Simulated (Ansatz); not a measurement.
**What Mg3SiO (built on the sites of a database entry of Ca3SnO) distorts into**

Wanted: the energy along a soft mode of Mg3SiO (built on the sites of a database entry of Ca3SnO) and the structure at the end.

Method: DFT PBE, scalar-relativistic, plane waves, norm-conserving pseudopotentials, in Ansatz 0.2.0.

The structure was built from a prototype and need not be the compound's stable phase.

### 1. The structure

The structure is cubic, space group Pm-3m (No. 221). Conventional cell: a = 4.222 Å, b = 4.222 Å, c = 4.222 Å, α = 90.00°, β = 90.00°, γ = 90.00°. Nearest to Mg lie 2 O at 2.11 Å and 8 Mg at 2.99 Å and 4 Si at 2.99 Å. Nearest to Si lie 12 Mg at 2.99 Å. Nearest to O lie 6 Mg at 2.11 Å. Farther neighbours and most contacts between anions are not listed.

### 2. Phonons on a q mesh

The cell comes from relaxations at this level that are not shown. Stability and thermal properties need the whole zone. Linear response on a 4×4×4 q mesh gives force constants as far as a supercell of that size would.

Contents of input.yaml:

```yaml
crystal:
  lattice:
    - [4.2216622333, 0.0, 0.0]
    - [0.0, 4.2216622333, 0.0]
    - [0.0, 0.0, 4.2216622333]
  atoms:
    - { symbol: Mg, position: [0.0, 0.5, 0.5] }
    - { symbol: Mg, position: [0.5, 0.0, 0.5] }
    - { symbol: Mg, position: [0.5, 0.5, 0.0] }
    - { symbol: Si, position: [0.0, 0.0, 0.0] }
    - { symbol: O, position: [0.5, 0.5, 0.5] }
kpoints:
  mp_grid: { grid: [8, 8, 8] }
hamiltonian:
  xc: pbe
  pseudopotentials: { kind: nc }
scf:
  occupations: { method: methfessel_paxton, width: 0.2 }
output:
  eigenvalues: true
phonons:
  method: dfpt
  qmesh: [4, 4, 4]
  temperatures: { t_max: 1000, t_step: 50 }
  qpath:
    path:
      - [[0.0, 0.0, 0.0], [0.0, 0.5, 0.0], [0.5, 0.5, 0.0], [0.0, 0.0, 0.0], [0.5, 0.5, 0.5], [0.0, 0.5, 0.0]]
      - [[0.5, 0.5, 0.5], [0.5, 0.5, 0.0]]
    npoints: 10
```

Started as:

```sh
$ ansatz run input.yaml --threads 8 --pin off --max-ram 14336MiB --backend cpu --events-out ev --progress --plain --runs-dir out
```

Numbers of over 12 decimals in the logs are rounded to 6 here.

Output:

```text
Engine: ansatz 0.2.0, x86_64-unknown-linux-gnu
Pseudopotentials: kind: nc
Pseudopotential: Mg, nc, valence charge 10, recommended cutoff 1142.878222 eV (normal), Mg.nc.azcp
Pseudopotential: Si, nc, valence charge 4, recommended cutoff 489.804952 eV (normal), Si.nc.azcp
Pseudopotential: O, nc, valence charge 6, recommended cutoff 1240 eV (normal), O.nc.azcp
Functional definition: PBE
  parameter kappa = 0.804
  parameter beta = 0.066725
  exchange = pbe_x(kappa = kappa, mu = beta*pi^2/3)
  correlation = pbe_c(beta = beta)
Crystal: 5 atoms, lattice volume = 75.240 Å³
Basis set: ecut = 1240 eV, 7441 PW (Γ), exchange–correlation on 100×100×100 points (8 copies of the dense FFT grid, shifted against one another)
Bands: 25, of which v1, the nominal top of the filled ones, is band 20 counted from 1 (19 counted from 0)
Symmetry: 48 space group operations
k-points: 35 of 512
Non-local potential: Mg, projectors of the file, l = 0: 2, l = 1: 2
Non-local potential: Si, projectors of the file, l = 0: 2, l = 1: 2, l = 2: 2
Non-local potential: O, projectors of the file, l = 0: 2, l = 1: 2, l = 2: 1
Initial density: superposition of atomic densities (chi_scale 0.1, normalization cell, long waves kept (reshape's long-wave potential 0.01 eV rms))
Initial wavefunctions: pseudopotential atomic-orbital guess
Functional: x = pbe(κ = 0.804, μ = 0.219515), c = pbe(β = 0.066725)
SCF iter   1: F=—  HF=-5432.413663 eV  |F-HF|=—  |Δ(HF+E_count)|=         —  Δρ=9.41e-2  dr2=7.91e0  ethr=3.10e-3  ⟨swp⟩=6.2  Hψ=4126  notcnv=0
preconditioner: auto → Resta (q_TF=auto, 2.456 Å⁻¹)  ε∞=4.5  [insulator: Δε(μ)=0.411 eV  Ē_g=9.169 eV  σ=0.200 eV  W_gap=0.75  n_scr=18 (ndim 8)  ℏωp=17.1 eV  f_vac=0.000  D(μ)=0.13/eV (n_scr^D=0)  ε∞_Penn≈4.5]
SCF iter   2: F=—  HF=-5430.884192 eV  |F-HF|=—  |Δ(HF+E_count)|=    1.53e0  S|Δr|=    0.00e0  Δρ=4.09e-2  dr2=9.88e-1  ethr=3.10e-3  ⟨swp⟩=3.7  Hψ=1744  notcnv=0  defer=31
preconditioner: auto → Kerker (q_TF=auto, 2.456 Å⁻¹)  [metal: Δε(μ)=0.078 eV  Ē_g=8.235 eV  σ=0.200 eV  W_gap=0.32  n_scr=18 (ndim 8)  ℏωp=16.0 eV  f_vac=0.000  D(μ)=0.31/eV (n_scr^D=0)]
SCF iter   3: F=—  HF=-5430.708336 eV  |F-HF|=—  |Δ(HF+E_count)|=   1.76e-1  S|Δr|=    0.00e0  Δρ=1.67e-2  dr2=3.48e-1  ethr=2.47e-3  ⟨swp⟩=2.2  Hψ=1453  notcnv=0  defer=25
SCF iter   4: F=—  HF=-5430.646323 eV  |F-HF|=—  |Δ(HF+E_count)|=   6.20e-2  S|Δr|=    0.00e0  Δρ=7.11e-3  dr2=6.88e-2  ethr=8.69e-4  ⟨swp⟩=2.0  Hψ=955  notcnv=0  defer=25
SCF iter   5: F=—  HF=-5430.629577 eV  |F-HF|=—  |Δ(HF+E_count)|=   1.67e-2  S|Δr|=    0.00e0  Δρ=1.61e-3  dr2=4.59e-3  ethr=1.72e-4  ⟨swp⟩=1.5  Hψ=1166  notcnv=0  defer=23
SCF iter   6: F=—  HF=-5430.628326 eV  |F-HF|=—  |Δ(HF+E_count)|=   1.25e-3  S|Δr|=    0.00e0  Δρ=2.33e-4  dr2=4.89e-5  ethr=1.15e-5  ⟨swp⟩=2.0  Hψ=1064  notcnv=0  defer=23
SCF iter   7: F=—  HF=-5430.628318 eV  |F-HF|=—  |Δ(HF+E_count)|=   8.55e-6  S|Δr|=    0.00e0  Δρ=8.16e-5  dr2=3.12e-6  ethr=1.22e-7  ⟨swp⟩=2.9  Hψ=1530  notcnv=0  defer=23
SCF iter   8: F=—  HF=-5430.627794 eV  |F-HF|=—  |Δ(HF+E_count)|=   5.24e-4  S|Δr|=    0.00e0  Δρ=1.65e-5  dr2=1.46e-7  ethr=7.79e-9  ⟨swp⟩=2.0  Hψ=1126  notcnv=0  defer=23
SCF iter   9: F=—  HF=-5430.627794 eV  |F-HF|=—  |Δ(HF+E_count)|=   1.71e-8  S|Δr|=    0.00e0  Δρ=2.84e-6  dr2=5.66e-9  ethr=3.64e-10  ⟨swp⟩=2.9  Hψ=1686  notcnv=0  defer=23
SCF iter  10: F=—  HF=-5430.627794 eV  |F-HF|=—  |Δ(HF+E_count)|=  5.03e-10  S|Δr|=    0.00e0  Δρ=3.61e-7  dr2=4.40e-11  ethr=1.42e-11  ⟨swp⟩=2.0  Hψ=1028  notcnv=0  defer=23
SCF iter  11: F=-5430.627794 eV  HF=-5430.627794 eV  |F-HF|=3.64e-12  |Δ(HF+E_count)|=  2.64e-11  S|Δr|=    0.00e0  Δρ=8.83e-8  dr2=2.10e-12  ethr=1.00e-12  ⟨swp⟩=11.5  Hψ=5211  notcnv=0
SCF 1 converged in 11 iterations: F = -5430.627794 eV  dr2 = 2.10e-12
Initial density: read from a saved state, or passed on in memory by an earlier SCF of this step, an earlier step, the calling program or the single point that the run made first
iter 1 solved again at ethr=1.84e-7 eV; its pass at ethr=3.10e-3 eV (dr2=7.38e-5 eV) is discarded
SCF iter   1: F=—  HF=-5430.628328 eV  |F-HF|=—  |Δ(HF+E_count)|=         —  Δρ=3.27e-7  dr2=3.06e-11  ethr=1.84e-7  ⟨swp⟩=3.9  Hψ=6988  notcnv=0
eigensolver tolerance schedule: the retry pair's looser diagonalisation over-reported the residual by 2408701.44 of it (diagonalisation noise at an unbounded share of the residual, at the tolerance the schedule requests for it); recorded, not acted on — ethr = c·dr2/N_el stays at c = 1.0e-1
preconditioner: auto → Kerker (q_TF=auto, 2.456 Å⁻¹)  [metal: Δε(μ)=0.126 eV  Ē_g=8.124 eV  σ=0.200 eV  W_gap=0.43  n_scr=18 (ndim 8)  ℏωp=16.0 eV  f_vac=0.000  D(μ)=0.38/eV (n_scr^D=0)]
SCF iter   2: F=—  HF=-5430.627794 eV  |F-HF|=—  |Δ(HF+E_count)|=   5.34e-4  S|Δr|=    0.00e0  Δρ=1.79e-7  dr2=6.48e-12  ethr=1.00e-12  ⟨swp⟩=4.6  Hψ=4740  notcnv=0
SCF iter   3: F=-5430.627794 eV  HF=-5430.627794 eV  |F-HF|=2.73e-12  |Δ(HF+E_count)|=  2.73e-12  S|Δr|=    0.00e0  Δρ=1.06e-7  dr2=2.17e-12  ethr=1.00e-12  ⟨swp⟩=1.0  Hψ=1891  notcnv=0
SCF 2 converged in 3 iterations: F = -5430.627794 eV  dr2 = 2.17e-12
phonons: the bands overlap, so this run is a metal and interpolates without the dipole-dipole term. If the crystal is really an insulator or semiconductor, its LO-TO splitting is missing
NSCF: frozen V_eff on 35 k-points
NSCF: frozen V_eff on 125 k-points
DFPT response loops at q = (0, 0, 0) (fractional): preconditioner auto → Kerker (q_TF=auto, 2.456 Å⁻¹) (partly filled bands, converged f_vac=0.000); β = 1.00, the filter's whole step (`scf.mixing.beta` (0.50) is not read by the response loops under this deck's `scf.mixing.preconditioner`; to damp them name `kerker` or `kerker_dos`, under which they read `scf.mixing.beta`, and type it under 1.00, their step now; both keys bind the ground state too); Broyden in place of MSR1
NSCF: frozen V_eff on 400 k-points
DFPT response loops at q = (0, 0, 0.25) (fractional): mixed as the last ones told, above
NSCF: frozen V_eff on 250 k-points
DFPT response loops at q = (0, 0, -0.5) (fractional): mixed as the last ones told, above
NSCF: frozen V_eff on 640 k-points
DFPT response loops at q = (0, 0.25, 0.25) (fractional): mixed as the last ones told, above
NSCF: frozen V_eff on 400 k-points
DFPT response loops at q = (0, 0.25, -0.5) (fractional): mixed as the last ones told, above
NSCF: frozen V_eff on 250 k-points
DFPT response loops at q = (0, -0.5, -0.5) (fractional): mixed as the last ones told, above
NSCF: frozen V_eff on 1024 k-points
DFPT response loops at q = (0.25, 0.25, 0.25) (fractional): mixed as the last ones told, above
NSCF: frozen V_eff on 640 k-points
DFPT response loops at q = (0.25, 0.25, -0.5) (fractional): mixed as the last ones told, above
NSCF: frozen V_eff on 400 k-points
DFPT response loops at q = (0.25, -0.5, -0.5) (fractional): mixed as the last ones told, above
NSCF: frozen V_eff on 250 k-points
DFPT response loops at q = (-0.5, -0.5, -0.5) (fractional): mixed as the last ones told, above
SCF converged after 11 iterations
Stability not checked: this state was not tested for a lower state beside it, because cold or Methfessel-Paxton smearing, or corrected tetrahedra, fill the levels in a way that the test cannot read (fill_not_monotonic; see scf.lower_state_search)
Free energy (F): -5430.627794 eV
Harris-Foulkes:  -5430.627794 eV  (|F-HF|=3.64e-12)
Internal energy: -5430.628513 eV  (E = F + TS)
E sigma→0 (E₀):  -5430.627974 eV
Entropy (-TS):   0.000719 eV (0.144 meV/atom)
Fermi energy:    8.552317 eV
--- Per-component energies (eV) ---
  E_band       = -1003.595665
  E_kinetic    = 3135.552808
  E_local      = -5445.043450  (includes V_loc(G=0)·N_el)
  E_nonlocal   = -1601.487401
  E_hartree    = 1963.388237
  E_xc         = -820.706852
  E_vxc        = -1019.394118  (∫ρ·V_xc dr)
  E_ewald      = -2662.331855
  E_smearing   = 0.000719  (= −TS)
  E_closure    = 0.000000  (closes the sum)
  Σ components = -5430.627794   (vs F -5430.627794, Δ=0.00e0)
--- Band table (eV; the first three rows and the last of 35) ---
  k-point 0: bands = [... 16 lower, 2.3703, 8.0611, 8.0611, 8.0611, 9.1406, 9.1406, 10.1959, 14.2590, ... 1 higher]
  k-point 1: bands = [... 16 lower, 2.3907, 6.9780, 8.0365, 8.0365, 9.2523, 9.7728, 11.0640, 13.7415, ... 1 higher]
  k-point 2: bands = [... 16 lower, 2.4688, 5.6194, 7.9704, 7.9704, 9.5681, 10.4112, 12.9645, 13.0358, ... 1 higher]
  k-point 34: bands = [... 16 lower, 2.0872, 5.1209, 5.1209, 5.1209, 10.2159, 10.2159, 10.2159, 13.0193, ... 1 higher]
--- Phonons (Γ-DFPT): 4 representative perturbations + reference (Σ response iterations 11) ---
  ASR residual: 1.650e-2 → 0.000e0 eV/Å²; symmetrization residual: 1.163e-5 eV/Å²
  ASR residual per site (eV/Å²): 1.65e-2 1.65e-2 1.65e-2 7.52e-5 1.47e-4
  Γ frequencies (cm⁻¹): 0.00 0.00 0.00 162.01 162.01 162.01 189.75 189.75 189.75 297.48 297.48 297.48 421.78 421.78 421.78
--- Phonons (arbitrary-q DFPT): 10 irreducible q on the 4×4×4 mesh ---
  q = [0.0000, 0.0000, 0.0000] (star 1, of the zone-centre solve; hermiticity 2.39e-6, symmetrization 1.58e-14): -0.00 0.00 0.00 162.01 162.01 162.01 189.75 189.75 189.75 297.48 297.48 297.48 421.78 421.78 421.78
  q = [0.0000, 0.0000, 0.2500] (star 6, 9 solved perturbations in 1560 linear systems a pass and spin channel, the states on 200 of 512 k-point pairs; hermiticity 6.08e-7, symmetrization 2.13e-13, the responses' own estimated error 7.7e-5 eV/Å²): 86.87 86.87 140.16 167.80 168.37 168.37 186.71 186.71 261.73 300.32 300.32 336.06 420.76 420.76 445.29
  q = [0.0000, 0.0000, -0.5000] (star 3, 9 solved perturbations in 975 linear systems a pass and spin channel, the states on 125 of 512 k-point pairs; hermiticity 5.31e-7, symmetrization 9.48e-13, the responses' own estimated error 7.3e-5 eV/Å²): 126.26 126.26 171.25 171.25 174.42 181.65 181.65 229.85 244.18 307.61 307.61 358.37 420.58 420.58 457.33
  q = [0.0000, 0.2500, 0.2500] (star 12, 9 solved perturbations in 2460 linear systems a pass and spin channel, the states on 320 of 512 k-point pairs; hermiticity 4.84e-7, symmetrization 1.70e-13, the responses' own estimated error 8.2e-5 eV/Å²): 89.51 112.64 141.42 165.62 176.16 178.14 193.15 218.41 260.24 286.34 293.80 368.51 394.91 417.16 446.05
  q = [0.0000, 0.2500, -0.5000] (star 12, 15 solved perturbations on 200 of 512 k-point pairs; hermiticity 5.47e-7, symmetrization 2.41e-13, the responses' own estimated error 8.0e-5 eV/Å²): 81.81 147.14 148.78 158.02 180.95 181.27 194.89 224.89 275.58 279.34 289.95 373.88 412.28 414.53 423.07
  q = [0.0000, -0.5000, -0.5000] (star 3, 9 solved perturbations in 975 linear systems a pass and spin channel, the states on 125 of 512 k-point pairs; hermiticity 6.34e-7, symmetrization 6.01e-13, the responses' own estimated error 8.5e-5 eV/Å²): -58.90 70.12 171.32 171.32 191.00 191.00 194.87 194.87 219.12 273.85 332.34 368.60 368.60 409.74 441.26
  q = [0.2500, 0.2500, 0.2500] (star 8, 4 solved perturbations in 1376 linear systems a pass and spin channel, the states on 512 of 512 k-point pairs; hermiticity 4.28e-7, symmetrization 3.09e-13, the responses' own estimated error 8.1e-5 eV/Å²): 94.25 94.25 108.94 195.33 195.33 211.09 216.37 216.37 234.74 290.20 290.20 360.03 396.13 396.13 450.08
  q = [0.2500, 0.2500, -0.5000] (star 12, 9 solved perturbations in 2460 linear systems a pass and spin channel, the states on 320 of 512 k-point pairs; hermiticity 4.82e-7, symmetrization 4.80e-13, the responses' own estimated error 8.2e-5 eV/Å²): 77.06 92.81 103.27 176.36 189.98 209.29 225.60 235.86 271.53 279.78 285.91 346.87 383.52 399.49 455.20
  q = [0.2500, -0.5000, -0.5000] (star 6, 9 solved perturbations in 1560 linear systems a pass and spin channel, the states on 200 of 512 k-point pairs; hermiticity 6.30e-7, symmetrization 4.37e-13, the responses' own estimated error 8.6e-5 eV/Å²): -54.46 87.94 87.94 186.00 205.98 205.98 238.35 238.35 261.91 274.32 282.66 365.89 372.76 372.76 470.62
  q = [-0.5000, -0.5000, -0.5000] (star 1, 4 solved perturbations in 350 linear systems a pass and spin channel, the states on 125 of 512 k-point pairs; hermiticity 7.62e-7, symmetrization 5.10e-13, the responses' own estimated error 7.5e-5 eV/Å²): -52.41 -52.41 -52.41 219.65 219.65 219.65 254.76 254.76 254.76 274.85 274.85 380.30 380.30 380.30 460.50
  sum rule: each row above includes the acoustic sum rule's correction from the zone centre's row sums; it moved no ω² by more than (13.59 cm⁻¹)²
  mesh force constants: q→R imaginary residual 1.05e-18; ASR residual 1.650e-2 → 0.000e0 eV/Å²; symmetrization residual 5.329e-15 eV/Å²
  interpolated dispersion: 62 rows × 15 modes
  density of states and harmonic sums: on the 16×16×16 q-mesh, interpolated from the force constants of a 4×4×4 supercell (no non-analytic term)
  largest difference from the sums on the solved wave vectors: F 2.41e-2 eV, S 2.83e-5 and C_V 5.60e-6 eV/K
  zero-point energy: 0.230667 eV/cell   skipped modes (ω ≤ 0): 49, of them read as no rigid motion or as one in doubt: 46 (1.846e-1 modes/cell left out, lowest -58.90 cm⁻¹)   left out of the sums: 1.24e-2 of the cell's modes: C_V's classical limit lies that fraction below 3 k_B per atom; for a crystal, a wire or a layer, F and S can be off by more, and a phonons.interpolated_qmesh denser along its periods is the remedy for the sampling
```

Wall time 12 min (8 threads of AMD EPYC 9R14 (Zen 4), shared host); peak memory 7.5 GiB.

Numbers from this step:

| Property | Result |
| --- | --- |
| volume per atom | 15.05 Å³ |
| gap on the k-mesh | 0 eV |
| sum-rule residual before enforcement | 0.01650 eV/Å² |
| lowest frequency on the path | -58.90 cm⁻¹ |
| point group | m-3m |
| highest frequency on the path or at a solved wavevector | 471 cm⁻¹ |
| highest optical mode at the zone centre (no LO-TO term) | 421.8 cm⁻¹ |
| lowest optical zone-centre mode | 162.0 cm⁻¹ |
| lowest mode on the q mesh (acoustic modes at Γ apart) | -58.9 cm⁻¹ |

Frequencies (cm⁻¹) solved at each irreducible wavevector; negative means imaginary. Frequencies by wavevector, by row:

```tsv
q in reciprocal lattice units	star	mode 1	mode 2	mode 3	mode 4	mode 13	mode 14	mode 15
0 0 0	1	0	0	0	162	421.8	421.8	421.8
0 0 0.25	6	86.9	86.9	140.2	167.8	420.8	420.8	445.3
0 0 -0.5	3	126.3	126.3	171.2	171.2	420.6	420.6	457.3
0 0.25 0.25	12	89.5	112.6	141.4	165.6	394.9	417.2	446.1
0 0.25 -0.5	12	81.8	147.1	148.8	158	412.3	414.5	423.1
0 -0.5 -0.5	3	-58.9	70.1	171.3	171.3	368.6	409.7	441.3
0.25 0.25 0.25	8	94.2	94.2	108.9	195.3	396.1	396.1	450.1
0.25 0.25 -0.5	12	77.1	92.8	103.3	176.4	383.5	399.5	455.2
0.25 -0.5 -0.5	6	-54.5	87.9	87.9	186	372.8	372.8	470.6
-0.5 -0.5 -0.5	1	-52.4	-52.4	-52.4	219.7	380.3	380.3	460.5
```

Interpolated from a 4×4×4 q mesh. Phonon branches along the path, in cm⁻¹:

```tsv
point	branch 1	branch 2	branch 3	branch 4	branch 12	branch 13	branch 14	branch 15
Γ	0	0	0	162	298	422	422	422
halfway	87	87	140	168	336	421	421	445
X	126	126	171	171	358	421	421	457
halfway	82	147	149	158	374	412	414	423
M	-59	70	171	171	369	369	410	441
halfway	90	113	141	166	368	395	417	446
Γ	0	0	0	162	298	422	422	422
halfway	94	94	109	195	360	396	396	450
R	-52	-52	-52	220	380	380	380	460
halfway	77	93	103	176	347	384	400	455
X	126	126	171	171	358	421	421	457
jump to R	-52	-52	-52	220	380	380	380	460
halfway	-54	88	88	186	366	373	373	471
M	-59	70	171	171	369	369	410	441
```

Symmetry leaves 10 wavevectors to solve. The lowest mode among them, the acoustic zeros apart, lies at q = (0, -0.5, -0.5) and is imaginary, 58.9i cm⁻¹, so the energy falls along it.

### 3. The mode frozen in, largest atomic shift 0 Å

The mode followed lies at q = (-0.5, -0.5, -0.5) with frequency 52.4i cm⁻¹ and is 3-fold degenerate, one of the unstable modes though not the softest. At small amplitude the distorted cell has space group no. 140 by a symmetry search on the positions. The undistorted cell that holds it gives the zero of energy on the same k mesh.

System of this step: Mg3SiO (built on the sites of a database entry of Ca3SnO). It takes space group Pm-3m (No. 221, cubic). The conventional cell has a = 4.222 Å, b = 4.222 Å, c = 4.222 Å, α = 90.00°, β = 90.00°, γ = 90.00°. Nearest to Mg lie 2 O at 2.11 Å and 8 Mg at 2.99 Å and 4 Si at 2.99 Å. Nearest to Si lie 12 Mg at 2.99 Å. Nearest to O lie 6 Mg at 2.11 Å. Farther neighbours and most contacts between anions are not listed.

Contents of input.yaml:

```yaml
crystal:
  lattice:
    - [4.2216622333, 4.2216622333, 0.0]
    - [4.2216622333, 0.0, 4.2216622333]
    - [4.2216622333, 0.0, -4.2216622333]
  atoms:
    - { symbol: Mg, position: [0.5, 0.0, 0.5] }
    - { symbol: Mg, position: [0.5, 0.5, 0.0] }
    - { symbol: Mg, position: [0.0, 0.5, 0.0] }
    - { symbol: Mg, position: [0.0, 0.0, 0.5] }
    - { symbol: Mg, position: [0.5, 0.5, 0.5] }
    - { symbol: Mg, position: [0.5, 0.0, 0.0] }
    - { symbol: Si, position: [0.0, 0.5, 0.5] }
    - { symbol: Si, position: [0.0, 0.0, 0.0] }
    - { symbol: O, position: [0.5, 0.25, 0.75] }
    - { symbol: O, position: [0.5, 0.75, 0.25] }
kpoints:
  mp_grid: { grid: [8, 8, 8] }
hamiltonian:
  xc: pbe
  pseudopotentials: { kind: nc }
scf:
  occupations: { method: methfessel_paxton, width: 0.2 }
output:
  forces: true
  stress: true
  eigenvalues: true
```

Output:

```text
[...]
Crystal: 10 atoms, lattice volume = 150.481 Å³
Basis set: ecut = 1240 eV, 15009 PW (Γ), exchange–correlation on 144×144×144 points (8 copies of the dense FFT grid, shifted against one another)
Bands: 50, of which v1, the nominal top of the filled ones, is band 40 counted from 1 (39 counted from 0)
Symmetry: 96 space group operations
[...]
k-points: 29 of 512
[...]
k-point 0: bands = [... 36 lower, 5.1194, 8.0589, 8.0589, 8.0589, 9.1403, 9.1403, 10.1936, 10.2157, ... 6 higher]
  k-point 1: bands = [... 36 lower, 5.4252, 7.5877, 7.7026, 7.7026, 9.6629, 9.6629, 9.9498, 10.2706, ... 6 higher]
  k-point 2: bands = [... 36 lower, 5.9626, 6.8045, 7.1791, 7.1791, 9.6636, 10.4462, 10.4462, 10.6607, ... 6 higher]
  k-point 28: bands = [... 36 lower, 6.4943, 6.4943, 8.2078, 8.2078, 9.8440, 9.8440, 10.9339, 10.9339, ... 6 higher]
[key lines of the parts left out:]
SCF converged after 9 iterations
Free energy (F): -10861.262202 eV
Fermi energy:    8.457093 eV
P = ⅓ Tr σ = 0.0119 GPa (0.119 kbar)
```

It took 3.7 s on 8 threads; peak memory 1.9 GiB.

This step gave:

```
pressure                         : 0.01190 GPa
energy from the undistorted cell : 0 meV/atom
```

The run ends at a pressure of 0.01 GPa.

(Part 1 of 2 ends here.)

[Logs are printed without paths, hosts, clocks, repeated set-up lines and the standing remarks that a program may print on its own settings, such as how far it seeks lower states.]

[Hosts, paths, dates, database ids (printed as entryN), source tags and the programs' standing remarks are cut or masked in the printed files.]
